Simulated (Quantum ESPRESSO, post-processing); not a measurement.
# Al: work function by face, part 2 of 2

Which face of Al holds its electrons most tightly, and does packing explain the order?

Quantum ESPRESSO 7.5; plane-wave DFT, PBE, PseudoDojo norm-conserving pseudopotentials.

So far. Step 11 (Electrostatic potential of (100)): On (100) the work function under LDA lies +0.14 eV from PBE's. Step 12 (Relaxing the ions of (110), PBE): The relaxation lowers the energy by 7 meV an atom. On the free atoms the largest force ends at 0.001 eV/Å.

### Step 14. Electrostatic potential of (110)

Contents of 110.pbe.pot.in:

```
&inputpp
  prefix = '110.pbe'
  outdir = './out'
  filplot = '110.pbe.pot.dat'
  plot_num = 11
/
```

The run is started by

```sh
$ OMP_NUM_THREADS=1 mpirun -n 4 pp.x -in 110.pbe.pot.in > 110.pbe.pot.out
```

Run time: 1.2 s. Hardware: 4 MPI ranks of Intel Xeon Platinum 8488C (Sapphire Rapids), shared host; peak memory 0.1 GiB; 4.1 s of CPU time.

Read from the output:

| Item | Value |
| --- | --- |
| work function of the upper face | 4.030 eV |
| slope of the potential above | 1.94e-4 eV/Å |
| upper vacuum line continued to the top atoms, over the Fermi level | 4.029 eV |
| work function of the lower face | 4.030 eV |
| slope of the potential below | -1.08e-4 eV/Å |
| lower vacuum line continued to the bottom atoms, over the Fermi level | 4.030 eV |

The potential energy, planar mean oscillates, so the rows of the table below give means over windows of 1.37 Å about each position, cut where the curve ends. Its maxima inside the range that stand out by 2 % of the span (Å: eV): 8.7: -6.42, 10.1: -4.13, 11.6: -4.89, 13.0: -4.89, 14.5: -4.13, 15.8: -6.42. Its minima: 8.2: -8.61, 9.3: -8.85, 10.9: -8.57, 12.3: -8.75, 13.7: -8.57, 15.3: -8.85, 16.4: -8.61.

Electrostatic potential energy of an electron; zero at the Fermi level. The potential energy, planar mean by z; means over each step:

```
z (Å)  potential energy, planar mean (eV)
 0.69                                4.03
 2.06                                4.03
 3.43                                4.03
 4.79                                4.01
 6.17                                3.56
 7.54                               -3.17
 8.91                               -7.78
10.28                               -6.31
11.65                               -6.86
13.02                               -6.85
14.39                               -6.29
15.76                               -7.81
17.12                               -2.62
18.50                                3.63
19.86                                4.02
21.23                                4.03
22.61                                4.03
23.98                                4.03
```

### Step 15. Ground state of (110), LDA

Level of this step: plane-wave DFT, LDA, PseudoDojo norm-conserving pseudopotentials (Quantum ESPRESSO 7.5).

Contents of 110.lda.in:

```
&control
  prefix = '110.lda'
  outdir = './out'
  pseudo_dir = './pseudo'
  calculation = 'scf'
  tprnfor = .true.
/
&system
  ibrav = 0
  nat = 7
  ntyp = 1
  ecutwfc = 32
  ecutrho = 128
  occupations = 'smearing'
  smearing = 'mv'
  degauss = 0.02
/
&electrons
  conv_thr = 1e-07
  mixing_beta = 0.4
  electron_maxstep = 120
  mixing_mode = 'local-TF'
/
ATOMIC_SPECIES
  Al  26.9815  Al.dojo-sr-lda-0.4.1-standard.upf
CELL_PARAMETERS angstrom
  4.05000000000000 0.00000000000000 0.00000000000000
  0.00000000000000 2.86378246380552 0.00000000000000
  0.00000000000000 0.00000000000000 24.59134739141656
ATOMIC_POSITIONS crystal
  Al  0.000000000000 0.000000000000 0.328491377000
  Al  0.500000000000 0.500000000000 0.380390854400
  Al  0.000000000000 0.000000000000 0.441772558900
  Al  0.500000000000 0.500000000000 0.500000000000
  Al  0.000000000000 0.000000000000 0.558227441100
  Al  0.500000000000 0.500000000000 0.619609145600
  Al  0.000000000000 0.000000000000 0.671508623000
K_POINTS automatic
  8 10 1 0 0 0
```

The run is started by

```sh
$ OMP_NUM_THREADS=1 mpirun -n 4 pw.x -nk 4 -in 110.lda.in > 110.lda.out
```

The job ended after 19 s (4 MPI ranks; peak memory 0.39 GiB).

Read from the output:

```
free energy  : -448.3347 eV
Fermi energy : 0.6946 eV
```

### Step 16. Electrostatic potential of (110)

Contents of 110.lda.pot.in:

```
&inputpp
  prefix = '110.lda'
  outdir = './out'
  filplot = '110.lda.pot.dat'
  plot_num = 11
/
```

The run is started by

```sh
$ OMP_NUM_THREADS=1 mpirun -n 4 pp.x -in 110.lda.pot.in > 110.lda.pot.out
```

The job ended after 1.3 s (4 MPI ranks; peak memory 0.1 GiB; 4.2 s of CPU time).

Read from the output:

| Item | Value |
| --- | --- |
| work function of the upper face | 4.194 eV |
| slope of the potential above | 1.80e-4 eV/Å |
| upper vacuum line continued to the top atoms, over the Fermi level | 4.193 eV |
| work function of the lower face | 4.194 eV |
| slope of the potential below | -1.42e-4 eV/Å |
| lower vacuum line continued to the bottom atoms, over the Fermi level | 4.194 eV |

On (110) the work function under LDA lies +0.16 eV from PBE's.

### Step 17. The series side by side

All levels:

```
     level  work function (eV)  CPU time (s)
(111), PBE               4.103          38.8
(111), LDA               4.266         36.53
(100), PBE               4.223         37.15
(100), LDA               4.366         40.46
(110), PBE                4.03         89.93
(110), LDA               4.194         73.83
```

### Step 18. By hand

For (111) under PBE, on the run's own zero: φ = 5.575 − (1.472) = 4.103 eV.

### Step 19. Outcome

- work function of (111), PBE: 4.10 eV
- work function of (111), LDA: 4.27 eV
- work function of (100), PBE: 4.22 eV
- work function of (100), LDA: 4.37 eV
- work function of (110), PBE: 4.03 eV
- work function of (110), LDA: 4.19 eV

In words: Under PBE the work functions are 4.22 eV on (100), 4.10 eV on (111) and 4.03 eV on (110). In order of packing, from 7.10 to 11.60 Å² an atom, the faces are (111), (100) and (110). The work function doesn't follow that order throughout, so smoothing alone doesn't explain it; the states near the Fermi level, surface states and relaxation differ from face to face. LDA lies +0.14 to +0.16 eV from PBE on the same atoms, nearly a rigid shift. The top two spacings change by +0.8 and -0.4 % on (111), +1.5 and +3.5 % on (100) and -10.9 and +5.4 % on (110). Electron diffraction gives +1.7 ± 0.3 % on (111) and −8.4 % on (110), as quoted in arxiv:0801.1077 (2008). The slabs are thin and unreconstructed, at the tabulated lattice constant; thickness and mesh leave some 0.05 to 0.1 eV open.

Comparison with the measured values:

```
                   quantity  measured              PBE              LDA
work function of (111) (eV)      4.32  4.10 (-0.22 eV)  4.27 (-0.05 eV)
work function of (100) (eV)      4.32  4.22 (-0.10 eV)  4.37 (+0.05 eV)
work function of (110) (eV)      4.23  4.03 (-0.20 eV)  4.19 (-0.04 eV)
```

Measured values from arxiv:1702.08515 (2017).

Verdict: The grades are ours: good and fair within 3 and 7 % for the work function of (111), 3 and 7 % for the work function of (100) and 3 and 7 % for the work function of (110). Other measurements of the same face can differ from the value quoted by 0.1 to 0.2 eV.

[Logs are printed without paths, hosts, clocks, repeated set-up lines and the standing remarks that a program may print on its own settings, such as how far it seeks lower states.]

[Hosts, paths, dates, database ids (printed as entryN), source tags and the programs' standing remarks are cut or masked in the printed files.]

[Maps of the electrostatic potential energy from Ansatz leave out the sawtooth potential of an applied field or a dipole correction, so their vacuum need not be flat; planar profiles and work functions include it.]
